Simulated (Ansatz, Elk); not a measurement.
# Bonding as seen by X-rays: K3V, part 2 of 2

The structure of K3V used here is made up (a known structure type with other elements) and was relaxed beforehand with PBEsol. The aim is the Fourier transform of its all-electron density, F(hkl), set beside the sum over free spherical atoms that refinements use.

Elk 11.2.3 (patched build); all-electron DFT.

So far: Starting point; Ground state and structure factors; The magnetisation density; The highest occupied states alone.

The structure was built from a prototype and need not be the compound's stable phase.

## Step 5: Another functional

Level of this step: DFT, LDA (Perdew-Wang), all-electron APW+lo, Dirac cores, scalar-relativistic bands, static density, ferromagnetic start (Elk).

The difference from free atoms is small, so it is set against the change that LDA (Perdew-Wang) makes.

elk.in

```
tasks
  0
  195
  196

xctype
  3

spinpol
  .true.

rgkmax
  7.0

gmaxvr
  14.0

lmaxo
  7

lmaxapw
  8

swidth
  0.002

tshift
  .false.

ramdisk
  .false.

hmaxvr
  5.5

maxscl
  120

epspot
  1e-06

reducebf
  0.8

sppath
  './'

avec
  -0.00000000000 8.52514066400 8.52514066400
  8.52514066400 -0.00000000000 8.52514066400
  8.52514066400 8.52514066400 0.00000000000

atoms
  2
  'V.in'
  1
  -0.0000000000 0.0000000000 0.0000000000   0.000000 0.000000 -0.190000
  'K.in'
  3
  0.5000000000 0.5000000000 0.5000000000   0.000000 0.000000 0.000000
  0.2500000000 0.2500000000 0.2500000000   0.000000 0.000000 0.000000
  0.7500000000 0.7500000000 0.7500000000   0.000000 0.000000 0.000000

ngridk
  4 4 4
```

Launch:

```console
$ OMP_NUM_THREADS=4 elk
```

Numbers of over 12 decimals in the logs are rounded to 6 here.

Output:

```text
┌─────────────────────────┐
│ Elk code version 11.2.3 │
└─────────────────────────┘

All units are atomic (Hartree, Bohr, etc.)

┌─────────────────────────────────────────────────┐
│ Ground-state run starting from atomic densities │
└─────────────────────────────────────────────────┘

Lattice vectors :
  -0.000000000       8.525140664       8.525140664
   8.525140664      -0.000000000       8.525140664
   8.525140664       8.525140664       0.000000000

Reciprocal lattice vectors :
 -0.3685091868      0.3685091868      0.3685091868
[...]
total in muffin-tins        :    74.06828385
 total calculated charge     :    80.00000704
 total charge                :    80.00000000
 error                       :   0.7039724977E-05

Moments :
 interstitial                :    1.657984246
 muffin-tins
  species : 1 (V)
[...]
species : 2 (K)
[...]
atom 2                    :   0.3219607007E-01
   atom 3                    :   0.3219607007E-01
 total in muffin-tins        :    3.258258192
 total moment                :    4.916242438

┌──────────────────────────────┐
│ Self-consistent loop stopped │
└──────────────────────────────┘

Wrote STATE.OUT
[key lines of the parts left out:]
total energy                :     -2749.0659205444
```

Wall time 61 s (4 threads of Arm Neoverse V1, shared host); peak memory 0.25 GiB; 2.7 min of CPU time.

Against the first run R = 0.12 %; the largest change is -0.060 at 400. The moment goes from 4.96 to 4.92 μB.

## Step 6: A coarser k-mesh

About half the k-points along each axis test the sampling.

elk.in: that of step 5 with these lines changed.

```diff
@@ -6,3 +6,3 @@
 xctype
-  3
+  20
 
@@ -64,2 +64,2 @@
 ngridk
-  4 4 4
+  2 2 2
```

Launch:

```console
$ OMP_NUM_THREADS=4 elk
```

Output:

```text
┌─────────────────────────┐
│ Elk code version 11.2.3 │
└─────────────────────────┘

All units are atomic (Hartree, Bohr, etc.)

┌─────────────────────────────────────────────────┐
│ Ground-state run starting from atomic densities │
└─────────────────────────────────────────────────┘

Lattice vectors :
  -0.000000000       8.525140664       8.525140664
   8.525140664      -0.000000000       8.525140664
   8.525140664       8.525140664       0.000000000

Reciprocal lattice vectors :
 -0.3685091868      0.3685091868      0.3685091868
[...]
total in muffin-tins        :    74.08178859
 total calculated charge     :    79.99998679
 total charge                :    80.00000000
 error                       :   0.1320980668E-04

Moments :
 interstitial                :    1.080725901
 muffin-tins
  species : 1 (V)
[...]
species : 2 (K)
[...]
atom 2                    :   0.1345629956E-01
   atom 3                    :   0.1345629956E-01
 total in muffin-tins        :    3.170501329
 total moment                :    4.251227231

┌──────────────────────────────┐
│ Self-consistent loop stopped │
└──────────────────────────────┘

Wrote STATE.OUT
[key lines of the parts left out:]
total energy                :     -2755.5750606994
```

It took 68 s on 4 threads; peak memory 0.48 GiB; 2.5 min of CPU time.

Against the first run R = 0.02 %; the largest change is -0.026 at 200. The moment goes from 4.96 to 4.25 μB.

## Step 7: Basis size

The basis and the expansions that go with it are enlarged, to see whether the differences are converged.

elk.in: that of step 6 with these lines changed.

```diff
@@ -12,12 +12,12 @@
 rgkmax
-  7.0
+  8.5
 
 gmaxvr
-  14.0
+  18.0
 
 lmaxo
-  7
+  9
 
 lmaxapw
-  8
+  10
 
@@ -64,2 +64,2 @@
 ngridk
-  2 2 2
+  4 4 4
```

Launch:

```console
$ OMP_NUM_THREADS=4 elk
```

Output:

```text
┌─────────────────────────┐
│ Elk code version 11.2.3 │
└─────────────────────────┘

All units are atomic (Hartree, Bohr, etc.)

┌─────────────────────────────────────────────────┐
│ Ground-state run starting from atomic densities │
└─────────────────────────────────────────────────┘

Lattice vectors :
  -0.000000000       8.525140664       8.525140664
   8.525140664      -0.000000000       8.525140664
   8.525140664       8.525140664       0.000000000

Reciprocal lattice vectors :
 -0.3685091868      0.3685091868      0.3685091868
[...]
total in muffin-tins        :    74.12248686
 total calculated charge     :    80.00000047
 total charge                :    80.00000000
 error                       :   0.4747435725E-06

Moments :
 interstitial                :    1.669735080
 muffin-tins
  species : 1 (V)
[...]
species : 2 (K)
[...]
atom 2                    :   0.3223120431E-01
   atom 3                    :   0.3223120431E-01
 total in muffin-tins        :    3.276611318
 total moment                :    4.946346398

┌──────────────────────────────┐
│ Self-consistent loop stopped │
└──────────────────────────────┘

Wrote STATE.OUT
[key lines of the parts left out:]
total energy                :     -2755.5742703086
```

The job ended after 3.9 min (4 threads; peak memory 0.76 GiB).

Against the first run R = 0.02 %; the largest change is +0.010 at 400. The moment goes from 4.96 to 4.95 μB.

## Step 8: Settings against the effect

| run | R against the first run (%) | R against neutral atoms, low angle (%) | wall time |
| --- | --- | --- | --- |
| PBE, rgkmax 7 | 0.00 | 0.33 | 95 s |
| LDA (Perdew-Wang) | 0.12 | 0.30 | 61 s |
| k-mesh 2×2×2 | 0.02 | 0.32 | 68 s |
| rgkmax 8.5 with larger expansions | 0.02 | 0.36 | 3.9 min |

## Step 9: What came out

* R against neutral atoms, sin θ/λ < 0.3 Å⁻¹: 0.33 %
* R against neutral atoms, 0.3 to 0.82 Å⁻¹: 0.24 %

Independent neutral atoms miss the calculated amplitudes by R = 0.33 % below 0.3 Å⁻¹ and 0.24 % from there to 0.82 Å⁻¹; by shells, 6.91 % below 0.15 Å⁻¹ (2 forms), 0.19 % 0.15 to 0.3 (9 forms), 0.21 % 0.3 to 0.45 (15 forms), 0.25 % above 0.45 (95 forms). Bonding, aspherical density and the tables' own atoms all enter these figures, and the runs don't part them. The largest change of an amplitude is +0.31 electrons, at 111. The magnetic order is that of the start. No other order was tried here, and an antiferromagnetic one would change or move the magnetic intensity. The window's part falls from 8.0 electrons at the origin to at most 0.31 between 0.45 and 0.82 Å⁻¹. Below 0.3 Å⁻¹ the changes that finished (LDA (Perdew-Wang), k-mesh 2×2×2 and rgkmax 8.5 with larger expansions) move F by R = 0.09 % at most, against the 0.33 % that separates it from free atoms. The magnetic factors move by R = 1.4 % (LDA (Perdew-Wang)), 1.5 % (k-mesh 2×2×2) and 0.7 % (rgkmax 8.5 with larger expansions). Part of the difference isn't bonding: the tables are fits to free atoms and ions calculated by other methods than this functional. Thermal motion, anomalous dispersion and extinction are left out.

[Logs are printed without paths, hosts, clocks, repeated set-up lines and the standing remarks that a program may print on its own settings, such as how far it seeks lower states.]

[Hosts, paths, dates, database ids (printed as entryN), source tags and the programs' standing remarks are cut or masked in the printed files.]
